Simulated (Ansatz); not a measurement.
**SiC (F-43m): given cell or relaxed cell?**

How far does the choice of cell move the gap? The case is SiC (F-43m).

Method: PBE, HSE06 and G0W0, plane waves, PAW, in Ansatz 0.2.0.

**Experimental background.**

- Gap 2.39 eV: band gap at cryogenic temperature; bulk crystal (literature value) (quoted in “Silicon carbide diodes for neutron detection”, 2020, arxiv:2009.14696).

- Gap 2.4 eV: Tauc optical (indirect) gap of annealed polycrystalline 3C-SiC; UV-VIS spectroscopic ellipsometry, Tauc analysis; film (CVD ultrathin polycrystalline film, annealed, about 5 nm grains) (“On-Demand CMOS-Compatible Fabrication of Ultrathin Self-Aligned SiC Nanowire Arrays”, 2018, pmc:6267454).

The raw output is cut from this account; settings, times and results stay.

## (1) Starting point

The structure is cubic, space group F-43m (No. 216). Conventional cell: a = 4.358 Å, b = 4.358 Å, c = 4.358 Å, α = 90.00°, β = 90.00°, γ = 90.00°. Si has 4 C at 1.89 Å nearest. Nearest to C lie 4 Si at 1.89 Å. Farther neighbours, and contacts between anions beyond the nearest, are not listed.

The cell and positions come from the Crystallography Open Database and are kept as given unless a step says otherwise. The runs that relaxed it are not among those shown. The default PAW set here is soft_2. Its files were made with PBE.

## (2) PBE bands at the given cell

Levels along a band path, at the cheap level, show where the edges lie and whether the meshes to come will hold them.

This step: DFT, PBE, plane waves, PAW.

Input file input.yaml:

```yaml
crystal:
  lattice:
    - [0.0, 2.179, 2.179]
    - [2.179, 0.0, 2.179]
    - [2.179, 2.179, 0.0]
  atoms:
    - { symbol: Si, position: [0.0, 0.0, 0.0] }
    - { symbol: C, position: [0.25, 0.25, 0.25] }
kpoints:
  mp_grid: { grid: [10, 10, 10] }
  band_path:
    path:
      - [[0.0, 0.0, 0.0], [-0.5, -0.5, 0.0], [-0.375, -0.375, 0.25]]
      - [[-0.375, 0.0, 0.375], [0.0, 0.0, 0.0], [0.0, 0.0, 0.5], [-0.5, -0.25, 0.25], [-0.5, -0.5, 0.0]]
    npoints: 10
hamiltonian:
  xc: pbe
scf:
  occupations: { method: fermi_dirac, width: 0.02 }
  n_extra_bands: 4
output:
  eigenvalues: true
  write_density: true
  write_potential: true
  elf: true
  volumetric_format: npy
```

The run is started by

```console
$ ansatz run input.yaml --threads 3 --pin off --max-ram 92160MiB --backend cuda --events-out ev --progress --plain --runs-dir out --devices 1 --max-vram 13GiB
```

The job ended after 4.1 s (1 × NVIDIA H100 80GB HBM3 (shared by 6 runs) with 3 threads of AMD EPYC 7R13 (Zen 3), shared host; peak memory 0.87 GiB; 2.5 s of CPU time).

Read from the output:

* filled bands: 4
* gap: 1.359 eV
* valence top at: Γ
* conduction bottom at: X
* least direct gap: 4.546 eV

The gap is indirect, with the least direct gap 3.19 eV higher.

## (3) The relaxed cell

Cell and ions were relaxed with PBE; that run is not shown. It left this cell:

The structure is cubic, space group F-43m (No. 216). The conventional cell has a = 4.380 Å, b = 4.380 Å, c = 4.380 Å, α = 90.00°, β = 90.00°, γ = 90.00°. Nearest to Si lie 4 C at 1.90 Å. Nearest to C lie 4 Si at 1.90 Å. Farther neighbours, and contacts between anions beyond the nearest, are not listed.

## (4) PBE at the relaxed cell

The cell differs from the one that the last finished run ended in (a 3.082 → 3.097 Å, b 3.082 → 3.097 Å, c 3.082 → 3.097 Å).

input.yaml, the sections that differ from step 2:

```yaml
crystal:
  lattice:
    - [0.0, 2.1898800683, 2.1898800683]
    - [2.1898800683, 0.0, 2.1898800683]
    - [2.1898800683, 2.1898800683, 0.0]
  atoms:
    - { symbol: Si, position: [0.0, 0.0, 0.0] }
    - { symbol: C, position: [0.25, 0.25, 0.25] }
output:
  eigenvalues: true
# kpoints, hamiltonian, scf: as in step 2
```

Wall time 9.6 s (1 × NVIDIA H100 80GB HBM3 (shared by 6 runs) with 3 threads); peak memory 0.85 GiB; 3.4 s of CPU time.

Numbers from this step:

```yaml
gap: 1.373 eV
valence_top_at: Γ
conduction_bottom_at: X
least_direct_gap: 4.530 eV
```

The gap is indirect, with the least direct gap 3.16 eV higher.

## (5) HSE06 at the relaxed cell

HSE06 mixes in a quarter of exact exchange at short range. Exchange couples all pairs of k points, which makes a full band path dear, so levels are read on the mesh and at chosen points.

This step: DFT, HSE06, plane waves, PAW.

Input file input.yaml:

```yaml
crystal:
  lattice:
    - [0.0, 2.1898800683, 2.1898800683]
    - [2.1898800683, 0.0, 2.1898800683]
    - [2.1898800683, 2.1898800683, 0.0]
  atoms:
    - { symbol: Si, position: [0.0, 0.0, 0.0] }
    - { symbol: C, position: [0.25, 0.25, 0.25] }
kpoints:
  mp_grid: { grid: [6, 6, 6] }
  band_path:
    path:
      - [0.0, 0.0, 0.0]
      - [-0.5, -0.5, 0.0]
      - [-0.375, -0.375, 0.25]
      - [-0.375, 0.0, 0.375]
      - [0.0, 0.0, 0.5]
      - [-0.5, -0.25, 0.25]
    npoints: 1
hamiltonian:
  xc: hse06
scf:
  occupations: { method: fixed }
  n_extra_bands: 4
output:
  eigenvalues: true
  write_density: true
  write_potential: true
  elf: true
  volumetric_format: npy
```

The job ended after 22 s (1 × NVIDIA H100 80GB HBM3 (shared by 6 runs) with 3 threads; peak memory 1 GiB).

Numbers from this step:

```
gap                  : 2.237 eV
valence top at       : Γ
conduction bottom at : X
least direct gap     : 5.699 eV
```

The gap stands +0.86 eV against PBE.

## (6) G0W0 at the relaxed cell

Now the one-shot GW correction: screening in the RPA, then the self-energy of the levels asked for.

This step: G0W0 on PBE, plane waves, PAW.

Input file input.yaml:

```yaml
crystal:
  lattice:
    - [0.0, 2.1898800683, 2.1898800683]
    - [2.1898800683, 0.0, 2.1898800683]
    - [2.1898800683, 2.1898800683, 0.0]
  atoms:
    - { symbol: Si, position: [0.0, 0.0, 0.0] }
    - { symbol: C, position: [0.25, 0.25, 0.25] }
kpoints:
  mp_grid: { grid: [6, 6, 6] }
hamiltonian:
  xc: pbe
scf:
  occupations: { method: fixed }
gw:
  n_empty_bands: 62
  ecut_chi: 120
  qp_bands: [v2, c2]
  qp_kpoints: band_edges
  screening: { model: contour_deformation }
```

It took 7.2 s on 1 × NVIDIA H100 80GB HBM3 (shared by 6 runs) with 3 threads; peak memory 0.97 GiB.

Numbers from this step:

```
bands summed                                 : 66
RPA ε∞ on this mesh (eigenvalues)            : 7.187, 7.187, 7.187
plane waves in the screening matrix          : 59
G0W0 gap on the mesh                         : 2.107 eV
k of the valence top                         : 0, 0, 0
k of the conduction bottom                   : 0, -0.5, -0.5
starting gap on the mesh                     : 1.367 eV
least direct G0W0 gap on the computed points : 5.515 eV
```

The gap on the mesh goes from 1.37 eV to 2.11 eV, a correction of +0.74 eV. Between the two edge states, bare exchange in place of the xc potential would open the gap by 6.80 eV, and correlation takes back 6.06 eV.

## (7) G0W0 at the given cell

input.yaml, the sections that differ from step 6:

```yaml
crystal:
  lattice:
    - [0.0, 2.179, 2.179]
    - [2.179, 0.0, 2.179]
    - [2.179, 2.179, 0.0]
  atoms:
    - { symbol: Si, position: [0.0, 0.0, 0.0] }
    - { symbol: C, position: [0.25, 0.25, 0.25] }
gw:
  n_empty_bands: 61
  ecut_chi: 120
  qp_bands: [v2, c2]
  qp_kpoints: band_edges
  screening: { model: contour_deformation }
# kpoints, hamiltonian, scf: as in step 6
```

Elapsed: 10 s, on 1 × NVIDIA H100 80GB HBM3 (shared by 6 runs) with 3 threads; peak memory 0.98 GiB.

Read from the output:

```yaml
bands_summed: 65
rpa_eps_infinity_on_this_mesh_eigenvalues: 7.148, 7.148, 7.148
plane_waves_in_the_screening_matrix: 59
g0w0_gap_on_the_mesh: 2.102 eV
k_of_the_valence_top: 0, 0, 0
k_of_the_conduction_bottom: 0, -0.5, -0.5
starting_gap_on_the_mesh: 1.353 eV
least_direct_g0w0_gap_on_the_computed_points: 5.541 eV
```

The gap on the mesh goes from 1.35 eV to 2.10 eV, a correction of +0.75 eV. Between the two edge states, bare exchange in place of the xc potential would open the gap by 6.83 eV, and correlation takes back 6.08 eV.

## (8) Together

G0W0 rows are gaps on the mesh, lowered where the mesh misses an edge of the band path.

```
   level  given cell (eV)  relaxed cell (eV)  change (eV)
     PBE             1.36               1.37        +0.01
   HSE06                -               2.24            -
G0W0@PBE             2.10               2.11       +0.005
```

## (9) What came out

```yaml
volume_change: +1.5 %
pbe_given_cell: 1.36 eV
pbe_relaxed_cell: 1.37 eV
hse06_relaxed_cell: 2.24 eV
g0w0_pbe_relaxed_cell: 2.11 eV
g0w0_pbe_given_cell: 2.10 eV
known_limits: short of the basis limit
```

Relaxation changes the volume by +1.5 % and the gap by +0.01 eV (PBE) and +0.005 eV (G0W0@PBE). Against experiment, by G0W0@PBE at the given cell: the gap of 2.10 eV lies −0.29 eV from the measured 2.39 eV (kind not stated, quoted 2020); the gap of 2.10 eV lies −0.30 eV from the measured 2.4 eV (indirect, 2018). The calculation has static nuclei and no excitons; a measured gap holds zero-point and thermal motion, which mostly lowers it. Bands and cutoff are finite, so the gap stands short of the basis limit, usually by up to a few tenths of an eV; the mesh is an error of its own.

[Long decimals in the printed logs are rounded to 6 places.]

[Logs are printed without paths, hosts, clocks, repeated set-up lines and the standing remarks that a program may print on its own settings, such as how far it seeks lower states.]

[Paths, hosts, dates, memory and timing lines, banners, echoed tables and standing remarks are left out of the program output; an Ansatz launch command may be rebuilt from the run's recorded settings. Measured values are a selection of at most five: reports struck by readers or far from the other reports are left out. None is set beside runs whose start may be inverted or whose files or cutoffs have a known fault.]

[Runs of the session that timed out or met a known fault of the program may be left out.]

[Cells called generated may have been cut or substituted from an entry of the Crystallography Open Database or the Materials Project.]

[Hosts, paths, dates, database ids (printed as entryN), source tags and the programs' standing remarks are cut or masked in the printed files.]

[Where the starting crystal was built by hand or by swapping elements, it need not be the compound's stable phase.]
